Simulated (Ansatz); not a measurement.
# WC (Fm-3m): Grüneisen parameters

Aim: how the phonons of WC (Fm-3m) shift with volume, and the thermal expansion that follows.

Main program and level: Ansatz 0.2.0; DFT PBEsol, scalar-relativistic, plane waves, PAW; PAW set soft_1.

## 1. Set-up

Symmetry: Fm-3m, No. 225, cubic system. The conventional cell has a = 4.346 Å, b = 4.346 Å, c = 4.346 Å, α = 90.00°, β = 90.00°, γ = 90.00°. Nearest to W lie 6 C at 2.17 Å. C has 6 W at 2.17 Å nearest. Farther neighbours are not listed.

## 2. Response at finite wavevector

The cell comes from relaxations at this level that are not shown. Stability and thermal properties need the whole zone. Linear response on a 4×4×4 q mesh gives force constants as far as a supercell of that size would.

input.yaml

```yaml
crystal:
  lattice:
    - [0.0, 2.1727831059, 2.1727831059]
    - [2.1727831059, 0.0, 2.1727831059]
    - [2.1727831059, 2.1727831059, 0.0]
  atoms:
    - { symbol: W, position: [0.0, 0.0, 0.0] }
    - { symbol: C, position: [0.5, 0.5, 0.5] }
kpoints:
  mp_grid: { grid: [16, 16, 16] }
hamiltonian:
  xc: pbesol
  pseudopotentials: { kind: paw, azcp: { folder: soft_1 }, xc_functional: pbe }
scf:
  occupations: { method: methfessel_paxton, width: 0.2 }
output:
  eigenvalues: true
phonons:
  method: dfpt
  qmesh: [4, 4, 4]
  temperatures: { t_max: 1000, t_step: 50 }
  qpath:
    path:
      - [[0.0, 0.0, 0.0], [0.5, 0.0, 0.5], [0.625, 0.25, 0.625]]
      - [[0.375, 0.375, 0.75], [0.0, 0.0, 0.0], [0.5, 0.5, 0.5], [0.5, 0.25, 0.75], [0.5, 0.0, 0.5]]
    npoints: 10
```

The run is started by

```console
$ ansatz run input.yaml --threads 4 --pin off --max-ram 10240MiB --backend cpu --events-out ev --progress --plain --runs-dir out
```

Numbers of over 12 decimals in the logs are rounded to 6 here.

Output:

```text
Engine: ansatz 0.2.0, aarch64-unknown-linux-gnu
Pseudopotentials: kind: paw
Pseudopotential: W, paw, valence charge 14, recommended cutoff 420 eV (normal), soft_1/W.paw.azcp
Pseudopotential: C, paw, valence charge 4, recommended cutoff 420 eV (normal), soft_1/C.paw.azcp
Functional definition: PBEsol
  exchange = pbesol_x
  correlation = pbesol_c
Crystal: 2 atoms, lattice volume = 20.515 Å³
Basis set: ecut = 420 eV, 411 PW (Γ), exchange–correlation on 48×48×48 points (8 copies of the dense FFT grid, shifted against one another)
Bands: 13, of which v1, the nominal top of the filled ones, is band 9 counted from 1 (8 counted from 0)
Symmetry: 48 space group operations
k-points: 145 of 4096
Non-local potential: W, projectors of the file, l = 0: 3, l = 1: 2, l = 2: 2, l = 3: 1
Non-local potential: C, projectors of the file, l = 0: 2, l = 1: 2, l = 2: 1
PAW form: soft (Blöchl's): semilocal exchange-correlation on the pseudo side does not see the compensation charge
PAW frozen core: W, regenerated for the run's functional, and the local potential with it (the file was generated under x = pbe(κ = 0.804, μ = 0.219515), c = pbe(β = 0.066725))
PAW frozen core: C, regenerated for the run's functional, and the local potential with it (the file was generated under x = pbe(κ = 0.804, μ = 0.219515), c = pbe(β = 0.066725))
PAW one-centre angular grid: W, 590 points (default); XC on 64 Gauss nodes
PAW one-centre angular grid: C, 110 points (default); XC on 64 Gauss nodes
Initial density: superposition of atomic densities (chi_scale 0.1, normalization cell, long waves kept (reshape's long-wave potential 0.00 eV rms))
Initial wavefunctions: pseudopotential atomic-orbital guess
Functional: x = pbesol(κ = 0.804, μ = 0.123457), c = pbesol(β = 0.046)
SCF iter   1: F=—  HF=-10505.337926 eV  |F-HF|=—  |Δ(HF+E_count)|=         —  Δρ=1.43e-1  dr2=5.84e0  ethr=3.10e-3  ⟨swp⟩=5.0  Hψ=20444  notcnv=0
automatic band count: the SCF goes on with 17 bands, as 13 were too few: the levels above may hold too much charge
preconditioner: auto → none  [metal: Δε(μ)=0.036 eV  Ē_g=15.431 eV  σ=0.200 eV  W_gap=0.15  n_scr=8 (ndim 8)  ℏωp=25.9 eV  f_vac=0.000  D(μ)=1.17/eV (n_scr^D=14)  sad-step TF]
SCF iter   2: F=—  HF=-10504.683502 eV  |F-HF|=—  |Δ(HF+E_count)|=   6.54e-1  S|Δr|=    0.00e0  Δρ=1.08e-1  dr2=3.31e0  ethr=3.10e-3  ⟨swp⟩=2.0  Hψ=4183  notcnv=0  defer=318
SCF iter   3: F=—  HF=-10503.884426 eV  |F-HF|=—  |Δ(HF+E_count)|=   7.99e-1  S|Δr|=    0.00e0  Δρ=2.57e-2  dr2=1.83e-1  ethr=3.10e-3  ⟨swp⟩=2.2  Hψ=3654  notcnv=0  defer=318
SCF iter   4: F=—  HF=-10503.841056 eV  |F-HF|=—  |Δ(HF+E_count)|=   4.34e-2  S|Δr|=    0.00e0  Δρ=9.21e-4  dr2=1.28e-4  ethr=1.02e-3  ⟨swp⟩=1.5  Hψ=3692  notcnv=0  defer=313
SCF iter   5: F=—  HF=-10503.841107 eV  |F-HF|=—  |Δ(HF+E_count)|=   5.07e-5  S|Δr|=    0.00e0  Δρ=1.21e-4  dr2=6.77e-7  ethr=7.11e-7  ⟨swp⟩=2.1  Hψ=2985  notcnv=0  defer=313
SCF iter   6: F=—  HF=-10503.841107 eV  |F-HF|=—  |Δ(HF+E_count)|=   1.46e-7  S|Δr|=    0.00e0  Δρ=1.43e-5  dr2=2.47e-8  ethr=3.76e-9  ⟨swp⟩=2.4  Hψ=3372  notcnv=0  defer=313
SCF iter   7: F=—  HF=-10503.841107 eV  |F-HF|=—  |Δ(HF+E_count)|=   3.38e-9  S|Δr|=    0.00e0  Δρ=2.12e-6  dr2=1.10e-9  ethr=1.37e-10  ⟨swp⟩=2.4  Hψ=3111  notcnv=0  defer=313
SCF iter   8: F=—  HF=-10503.841107 eV  |F-HF|=—  |Δ(HF+E_count)|=  2.71e-10  S|Δr|=    0.00e0  Δρ=2.99e-7  dr2=1.50e-11  ethr=6.12e-12  ⟨swp⟩=2.7  Hψ=3366  notcnv=0  defer=313
SCF iter   9: F=-10503.841107 eV  HF=-10503.841107 eV  |F-HF|=1.82e-12  |Δ(HF+E_count)|=  3.64e-12  S|Δr|=    0.00e0  Δρ=4.15e-8  dr2=4.48e-13  ethr=1.00e-12  ⟨swp⟩=9.6  Hψ=10772  notcnv=0
SCF 1 converged in 9 iterations: F = -10503.841107 eV  dr2 = 4.48e-13
  greatest PAW one-centre occupation: 0.999 electrons in one spin orbital (limit 2), on the W atom at site 0 (counted from 0), in its partial waves of l = 0
Initial density: read from a saved state, or passed on in memory by an earlier SCF of this step, an earlier step, the calling program or the single point that the run made first
iter 1 solved again at ethr=5.80e-9 eV; its pass at ethr=3.10e-3 eV (dr2=1.04e-6 eV) is discarded
SCF iter   1: F=—  HF=-10503.841107 eV  |F-HF|=—  |Δ(HF+E_count)|=         —  Δρ=1.26e-7  dr2=3.02e-12  ethr=5.80e-9  ⟨swp⟩=3.2  Hψ=15087  notcnv=0
eigensolver tolerance schedule: the retry pair's looser diagonalisation over-reported the residual by 345512.77 of it (diagonalisation noise at 1.83 of the residual, at the tolerance the schedule requests for it); recorded, not acted on — ethr = c·dr2/N_el stays at c = 1.0e-1
preconditioner: auto → none  [metal: Δε(μ)=0.008 eV  Ē_g=10.052 eV  σ=0.200 eV  W_gap=0.03  n_scr=8 (ndim 8)  ℏωp=25.9 eV  f_vac=0.000  D(μ)=1.02/eV (n_scr^D=14)]
SCF iter   2: F=-10503.841107 eV  HF=-10503.841107 eV  |F-HF|=5.46e-12  |Δ(HF+E_count)|=  3.93e-10  S|Δr|=    0.00e0  Δρ=1.03e-7  dr2=2.61e-12  ethr=1.00e-12  ⟨swp⟩=5.1  Hψ=7049  notcnv=0
SCF 2 converged in 2 iterations: F = -10503.841107 eV  dr2 = 2.61e-12
phonons: the bands overlap, so this run is a metal and interpolates without the dipole-dipole term. If the crystal is really an insulator or semiconductor, its LO-TO splitting is missing
NSCF: frozen V_eff on 145 k-points
NSCF: frozen V_eff on 349 k-points
DFPT response loops at q = (0, 0, 0) (fractional): preconditioner auto → Kerker (q_TF=auto, 2.669 Å⁻¹) (partly filled bands, converged f_vac=0.000); β = 1.00, the filter's whole step (`scf.mixing.beta` (0.50) is not read by the response loops under this deck's `scf.mixing.preconditioner`; to damp them name `kerker` or `kerker_dos`, under which they read `scf.mixing.beta`, and type it under 1.00, their step now; both keys bind the ground state too); Broyden in place of MSR1
NSCF: frozen V_eff on 4352 k-points
DFPT response loops at q = (0, 0, 0.25) (fractional): mixed as the last ones told, above
NSCF: frozen V_eff on 2196 k-points
DFPT response loops at q = (0, 0, -0.5) (fractional): mixed as the last ones told, above
NSCF: frozen V_eff on 2320 k-points
DFPT response loops at q = (0, 0.25, 0.25) (fractional): mixed as the last ones told, above
NSCF: frozen V_eff on 8192 k-points
DFPT response loops at q = (0, 0.25, -0.5) (fractional): mixed as the last ones told, above
NSCF: frozen V_eff on 4352 k-points
DFPT response loops at q = (0, 0.25, -0.25) (fractional): mixed as the last ones told, above
NSCF: frozen V_eff on 1242 k-points
DFPT response loops at q = (0, -0.5, -0.5) (fractional): mixed as the last ones told, above
NSCF: frozen V_eff on 2320 k-points
DFPT response loops at q = (0.25, -0.5, -0.25) (fractional): mixed as the last ones told, above
SCF converged after 9 iterations
Stability not checked: this state was not tested for a lower state beside it, because cold or Methfessel-Paxton smearing, or corrected tetrahedra, fill the levels in a way that the test cannot read (fill_not_monotonic; see scf.lower_state_search)
Free energy (F): -10503.841107 eV
Harris-Foulkes:  -10503.841107 eV  (|F-HF|=1.82e-12)
Internal energy: -10503.841041 eV  (E = F + TS)
E sigma→0 (E₀):  -10503.841090 eV
Entropy (-TS):   -0.000066 eV (-0.033 meV/atom)
Fermi energy:    22.188170 eV
--- Per-component energies (eV) ---
  E_band       = -55.695450
  E_kinetic    = 510.913210
  E_local      = -579.003220  (includes V_loc(G=0)·N_el)
  E_nonlocal   = 0.420946
  E_hartree    = 237.085149
  E_xc         = -313.892802
  E_vxc        = -290.639504  (∫ρ·V_xc dr)
  E_paw        = -8546.978256  (= ΣΔE_a)
  E_vpaw       = -171.557354  (= ΣTr[D̂ρ^β])
  E_aug_tail   = 0.000159  (compensation charges beyond the density's cutoff)
  E_ewald      = -1812.629184
  E_core_change = 0.242958  (= ΣΔE_core)
  E_smearing   = -0.000066  (= −TS)
  E_closure    = -0.000000  (closes the sum)
  Σ components = -10503.841107   (vs F -10503.841107, Δ=0.00e0)
--- Band table (eV; the first three rows and the last of 145) ---
  k-point 0: bands = [... 5 lower, 19.2876, 19.2876, 19.2876, 21.0797, 21.0797, 21.0797, 21.1575, 21.1575, ... 4 higher]
  k-point 1: bands = [... 5 lower, 18.8773, 19.2007, 19.2007, 20.0976, 20.0976, 21.2630, 22.4496, 22.4496, ... 4 higher]
  k-point 2: bands = [... 5 lower, 17.9794, 18.4900, 18.4900, 20.0098, 20.0098, 21.5646, 23.9061, 23.9061, ... 4 higher]
  k-point 144: bands = [... 5 lower, 15.6827, 15.9616, 15.9616, 22.6645, 22.6645, 24.5577, 25.7686, 27.3383, ... 4 higher]
--- Phonons (Γ-DFPT): 2 representative perturbations + reference (Σ response iterations 6) ---
  ASR residual: 3.212e-5 → 0.000e0 eV/Å²; symmetrization residual: 6.949e-7 eV/Å²
  ASR residual per site (eV/Å²): 3.21e-5 1.02e-5
  Γ frequencies (cm⁻¹): 0.00 0.00 0.00 412.85 412.85 412.85
--- Phonons (arbitrary-q DFPT): 8 irreducible q on the 4×4×4 mesh ---
  q = [0.0000, 0.0000, 0.0000] (star 1, of the zone-centre solve; hermiticity 1.97e-7, symmetrization 2.17e-13): -0.00 -0.00 0.00 412.85 412.85 412.85
  q = [0.0000, 0.0000, 0.2500] (star 8, 2 solved perturbations on 2176 of 4096 k-point pairs; hermiticity 1.85e-7, symmetrization 3.97e-14): 63.92 63.92 136.02 550.85 550.85 619.29
  q = [0.0000, 0.0000, -0.5000] (star 4, 2 solved perturbations on 1098 of 4096 k-point pairs; hermiticity 3.39e-14, symmetrization 6.38e-14): 53.15 53.15 138.68 621.43 621.43 693.27
  q = [0.0000, 0.2500, 0.2500] (star 6, 4 solved perturbations in 3616 linear systems a pass and spin channel, the states on 1160 of 4096 k-point pairs; hermiticity 3.87e-8, symmetrization 2.25e-14): 65.46 65.46 103.54 483.75 483.75 657.79
  q = [0.0000, 0.2500, -0.5000] (star 24, 4 solved perturbations in 12544 linear systems a pass and spin channel, the states on 4096 of 4096 k-point pairs; hermiticity 1.08e-7, symmetrization 4.75e-14): -38.68 31.77 54.80 582.26 603.30 640.27
  q = [0.0000, 0.2500, -0.2500] (star 12, 4 solved perturbations in 6672 linear systems a pass and spin channel, the states on 2176 of 4096 k-point pairs; hermiticity 2.60e-8, symmetrization 1.60e-13): 59.80 72.78 130.38 506.85 644.24 675.95
  q = [0.0000, -0.5000, -0.5000] (star 3, 4 solved perturbations in 1940 linear systems a pass and spin channel, the states on 621 of 4096 k-point pairs; hermiticity 2.81e-7, symmetrization 9.57e-14): -156.04 48.79 48.79 534.08 550.31 550.31
  q = [0.2500, -0.5000, -0.2500] (star 6, 4 solved perturbations in 3498 linear systems a pass and spin channel, the states on 1160 of 4096 k-point pairs; hermiticity 7.24e-8, symmetrization 2.93e-14): -95.04 -95.04 119.06 568.38 568.38 657.05
  sum rule: each row above includes the acoustic sum rule's correction from the zone centre's row sums; it moved no ω² by more than (0.48 cm⁻¹)²
  mesh force constants: q→R imaginary residual 6.28e-18; ASR residual 3.212e-5 → 0.000e0 eV/Å²; symmetrization residual 6.217e-15 eV/Å²
  interpolated dispersion: 62 rows × 6 modes
  density of states and harmonic sums: on the 24×24×24 q-mesh, interpolated from the force constants of a 4×4×4 supercell (no non-analytic term)
  largest difference from the sums on the solved wave vectors: F 1.39e-2 eV, S 1.70e-5 and C_V 5.04e-6 eV/K
  zero-point energy: 0.120882 eV/cell   skipped modes (ω ≤ 0): 270, of them read as no rigid motion or as one in doubt: 267 (6.916e-1 modes/cell left out, lowest -156.04 cm⁻¹)   left out of the sums: 1.15e-1 of the cell's modes: C_V's classical limit lies that fraction below 3 k_B per atom; for a crystal, a wire or a layer, F and S can be off by more, and a phonons.interpolated_qmesh denser along its periods is the remedy for the sampling
```

Elapsed: 4.2 min, on 4 threads of Arm Neoverse V1, shared host; peak memory 3.2 GiB; 16 min of CPU time.

Numbers from this step:

```yaml
volume_per_atom: 10.26 Å³
gap_on_the_k_mesh: 0 eV
sum_rule_residual_before_enforcement: 3.21e-5 eV/Å²
lowest_frequency_on_the_path: -156.0 cm⁻¹
point_group: m-3m
highest_frequency_on_the_path_or_at_a_solved_wavevector: 693.3 cm⁻¹
highest_optical_mode_at_the_zone_centre_no_lo_to_term: 412.9 cm⁻¹
lowest_optical_zone_centre_mode: 412.9 cm⁻¹
lowest_mode_on_the_q_mesh_acoustic_modes_at_gamma_apart: -156.0 cm⁻¹
```

Frequencies (cm⁻¹) solved at each irreducible wavevector; negative means imaginary. Frequencies by wavevector, by row:

```csv
q in reciprocal lattice units,star,mode 1,mode 2,mode 3,mode 4,mode 5,mode 6
0 0 0,1,0,0,0,412.9,412.9,412.9
0 0 0.25,8,63.9,63.9,136,550.9,550.9,619.3
0 0 -0.5,4,53.1,53.1,138.7,621.4,621.4,693.3
0 0.25 0.25,6,65.5,65.5,103.5,483.8,483.8,657.8
0 0.25 -0.5,24,-38.7,31.8,54.8,582.3,603.3,640.3
0 0.25 -0.25,12,59.8,72.8,130.4,506.9,644.2,676
0 -0.5 -0.5,3,-156,48.8,48.8,534.1,550.3,550.3
0.25 -0.5 -0.25,6,-95,-95,119.1,568.4,568.4,657
```

Symmetry leaves 8 wavevectors to solve. The lowest mode among them, the acoustic zeros apart, lies at q = (0, -0.5, -0.5) and is imaginary, 156.0i cm⁻¹, so the energy falls along it.

## 3. Relaxing at another volume, volume ratio 0.97

The volume is scaled by 0.97 and held; symmetry leaves nothing to relax, so this is a single point. The modes can then be followed against volume.

input.yaml, the sections that differ from step 2:

```yaml
crystal:
  lattice:
    - [0.0, 2.1508343011, 2.1508343011]
    - [2.1508343011, 0.0, 2.1508343011]
    - [2.1508343011, 2.1508343011, 0.0]
  atoms:
    - { symbol: W, position: [0.0, 0.0, 0.0] }
    - { symbol: C, position: [0.5, 0.5, 0.5] }
output:
  forces: true
  stress: true
  eigenvalues: true
# kpoints, hamiltonian, scf: as in step 2
# phonons: removed
```

Output:

```text
[...]
Crystal: 2 atoms, lattice volume = 19.900 Å³
Basis set: ecut = 420 eV, 387 PW (Γ), exchange–correlation on 48×48×48 points (8 copies of the dense FFT grid, shifted against one another)
Bands: 13, of which v1, the nominal top of the filled ones, is band 9 counted from 1 (8 counted from 0)
Symmetry: 48 space group operations
[...]
k-points: 145 of 4096
[...]
k-point 0: bands = [... 5 lower, 19.9363, 19.9363, 19.9363, 21.7887, 21.7887, 21.7887, 21.8980, 21.8980, ... 4 higher]
  k-point 1: bands = [... 5 lower, 19.5163, 19.8499, 19.8499, 20.7864, 20.7864, 21.9833, 23.2194, 23.2194, ... 4 higher]
  k-point 2: bands = [... 5 lower, 18.6018, 19.1253, 19.1253, 20.6902, 20.6902, 22.3033, 24.7246, 24.7246, ... 4 higher]
  k-point 144: bands = [... 5 lower, 16.2633, 16.5794, 16.5794, 23.4504, 23.4504, 25.4607, 26.7362, 28.4116, ... 4 higher]
[key lines of the parts left out:]
SCF converged after 7 iterations
Free energy (F): -10503.817358 eV
Fermi energy:    22.963298 eV
P = ⅓ Tr σ = 12.7054 GPa (127.054 kbar)
```

It took 1.2 s on 4 threads; peak memory 0.33 GiB.

This step gave:

| Quantity | Value |
| --- | --- |
| pressure | 12.71 GPa |
| volume per atom | 9.950 Å³ |

The run ends at a pressure of 12.71 GPa.

## 4. Phonons at the other volume, volume ratio 0.97

The phonons are repeated at this volume on the same k and q meshes.

Edit input.yaml of step 3 so:

```diff
@@ -16,4 +16,11 @@
 output:
-  forces: true
-  stress: true
   eigenvalues: true
+phonons:
+  method: dfpt
+  qmesh: [4, 4, 4]
+  temperatures: { t_max: 1000, t_step: 50 }
+  qpath:
+    path:
+      - [[0.0, 0.0, 0.0], [0.5, 0.0, 0.5], [0.625, 0.25, 0.625]]
+      - [[0.375, 0.375, 0.75], [0.0, 0.0, 0.0], [0.5, 0.5, 0.5], [0.5, 0.25, 0.75], [0.5, 0.0, 0.5]]
+    npoints: 10
```

Output:

```text
[...]
Crystal: 2 atoms, lattice volume = 19.900 Å³
Basis set: ecut = 420 eV, 387 PW (Γ), exchange–correlation on 48×48×48 points (8 copies of the dense FFT grid, shifted against one another)
Bands: 13, of which v1, the nominal top of the filled ones, is band 9 counted from 1 (8 counted from 0)
Symmetry: 48 space group operations
k-points: 145 of 4096
[...]
SCF iter   1: F=—  HF=-10505.345759 eV  |F-HF|=—  |Δ(HF+E_count)|=         —  Δρ=1.48e-1  dr2=5.86e0  ethr=3.10e-3  ⟨swp⟩=5.0  Hψ=20412  notcnv=0
[...]
SCF iter   9: F=-10503.817358 eV  HF=-10503.817358 eV  |F-HF|=3.64e-12  |Δ(HF+E_count)|=  7.28e-12  S|Δr|=    0.00e0  Δρ=3.69e-8  dr2=3.10e-13  ethr=1.00e-12  ⟨swp⟩=9.7  Hψ=10802  notcnv=0
SCF 1 converged in 9 iterations: F = -10503.817358 eV  dr2 = 3.10e-13
[...]
SCF iter   2: F=-10503.817358 eV  HF=-10503.817358 eV  |F-HF|=1.82e-12  |Δ(HF+E_count)|=  2.80e-10  S|Δr|=    0.00e0  Δρ=8.75e-8  dr2=1.76e-12  ethr=1.00e-12  ⟨swp⟩=5.1  Hψ=7009  notcnv=0
SCF 2 converged in 2 iterations: F = -10503.817358 eV  dr2 = 1.76e-12
[...]
NSCF: frozen V_eff on 145 k-points
[...]
SCF converged after 9 iterations
[...]
Free energy (F): -10503.817358 eV
[...]
Internal energy: -10503.817205 eV  (E = F + TS)
E sigma→0 (E₀):  -10503.817320 eV
Entropy (-TS):   -0.000153 eV (-0.077 meV/atom)
Fermi energy:    22.963287 eV
[...]
--- Band table (eV; the first three rows and the last of 145) ---
  k-point 0: bands = [... 5 lower, 19.9363, 19.9363, 19.9363, 21.7887, 21.7887, 21.7887, 21.8980, 21.8980, ... 4 higher]
  k-point 1: bands = [... 5 lower, 19.5163, 19.8499, 19.8499, 20.7864, 20.7864, 21.9833, 23.2194, 23.2194, ... 4 higher]
  k-point 2: bands = [... 5 lower, 18.6018, 19.1253, 19.1253, 20.6902, 20.6902, 22.3033, 24.7246, 24.7246, ... 4 higher]
  k-point 144: bands = [... 5 lower, 16.2633, 16.5794, 16.5794, 23.4504, 23.4504, 25.4606, 26.7362, 28.4116, ... 4 higher]
[...]
ASR residual: 2.651e-5 → 0.000e0 eV/Å²; symmetrization residual: 7.581e-7 eV/Å²
  ASR residual per site (eV/Å²): 2.65e-5 1.37e-5
  Γ frequencies (cm⁻¹): 0.00 0.00 0.00 455.27 455.27 455.27
--- Phonons (arbitrary-q DFPT): 8 irreducible q on the 4×4×4 mesh ---
[...]
interpolated dispersion: 62 rows × 6 modes
[...]
```

Wall time 4.3 min (4 threads); peak memory 3.1 GiB; 17 min of CPU time.

Numbers from this step:

| Item | Value |
| --- | --- |
| sum-rule residual before enforcement | 2.65e-5 eV/Å² |
| lowest frequency on the path | -160.0 cm⁻¹ |
| highest frequency on the path or at a solved wavevector | 724.6 cm⁻¹ |
| highest optical mode at the zone centre (no LO-TO term) | 455.3 cm⁻¹ |
| lowest optical zone-centre mode | 455.3 cm⁻¹ |
| lowest mode on the q mesh (acoustic modes at Γ apart) | -160.0 cm⁻¹ |

Frequencies (cm⁻¹) solved at each irreducible wavevector; negative means imaginary. Frequencies by wavevector, by row:

```
q in reciprocal lattice units  star  mode 1  mode 2  mode 3  mode 4  mode 5  mode 6
                        0 0 0     1       0       0       0   455.3   455.3   455.3
                     0 0 0.25     8    75.3    75.3   145.5   586.5   586.5     653
                     0 0 -0.5     4    72.4    72.4   152.8   655.1   655.1   724.6
                  0 0.25 0.25     6    68.3    68.3   117.1   522.3   522.3   689.8
                  0 0.25 -0.5    24   -18.4    49.5    69.5   616.4     638   673.2
                 0 0.25 -0.25    12    75.9    78.5   145.1   544.6     678   708.8
                  0 -0.5 -0.5     3    -160    51.8    51.8     573   587.4   587.4
              0.25 -0.5 -0.25     6     -97     -97   132.9   603.5   603.5     690
```

The highest optical mode at the zone centre (no LO-TO term) is 455.3 cm⁻¹, +42.4 cm⁻¹ against the base run.

(Part 1 of 2 ends here.)

[Logs are printed without paths, hosts, clocks, repeated set-up lines and the standing remarks that a program may print on its own settings, such as how far it seeks lower states.]

[Hosts, paths, dates, database ids (printed as entryN), source tags and the programs' standing remarks are cut or masked in the printed files.]
